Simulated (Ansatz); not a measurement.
# Li2CoSnS4: which shell does photoemission see at 21.2 and 150 eV? (PBE)

The valence band of Li2CoSnS4 mixes several shells. Work out by hand which one leads the spectrum's area at each photon energy.

Filled states come from the projected DOS of Ansatz 0.2.0 (PBE, plane waves); cross sections σ and asymmetry parameters β are those of free atoms in a Dirac–Hartree–Slater calculation. A shell's area is states × σ × angular factor, which is 1 + β·P₂(cos θ) for linear light, with θ = 0° from the polarisation and P₂ = 1.000.

**At 21.2 eV** (states counted from 11.2 eV below the zero; other shells add 6.5 to the products' sum of 134):

| shell | filled states a cell | cross section (Mb an electron) | β | angular factor | product | share by hand (%) | share in the simulated spectrum (%) |
| --- | --- | --- | --- | --- | --- | --- | --- |
| Co 3d | 14.99 | 0.697 | -0.20 | 0.80 | 8.37 | 6 | 6 |
| S 3s | 1.35 | 0 | 0.00 | 1.00 | 0 | 0 | 0 |
| S 3p | 38.81 | 1.08 | 1.85 | 2.85 | 119 | 89 | 89 |

**At 150 eV** (states counted from 23.4 eV below the zero; other shells add 0.44 to the products' sum of 22.8):

```
shell  filled states a cell  cross section (Mb an electron)     β  angular factor  product  share by hand (%)  share in the simulated spectrum (%)
Co 3d                 15.11                           0.416  0.98            1.98     12.5                 55                                   55
 S 3s                 13.97                          0.0665  2.00            3.00     2.79                 12                                   12
 S 3p                 39.05                          0.0706  1.59            2.59     7.15                 31                                   31
```

S 3p leads at 21.2 eV and Co 3d at 150 eV. Between the two energies σ of S 3p changes by a factor 0.065 and that of Co 3d by 0.60, so their ratio moves 9.1-fold in favour of the second. The simulated spectrum uses the same rule on the energy-resolved DOS, so the two share columns agree within a few points.

Only crystals where the two columns agree within 4 points and the lead is clear are worked in this form. Free-atom cross sections ignore the solid's final states, no escape depth or background enters, and the count of states a shell hangs on the projection.

[Logs are printed without paths, hosts, clocks, repeated set-up lines and the standing remarks that a program may print on its own settings, such as how far it seeks lower states.]
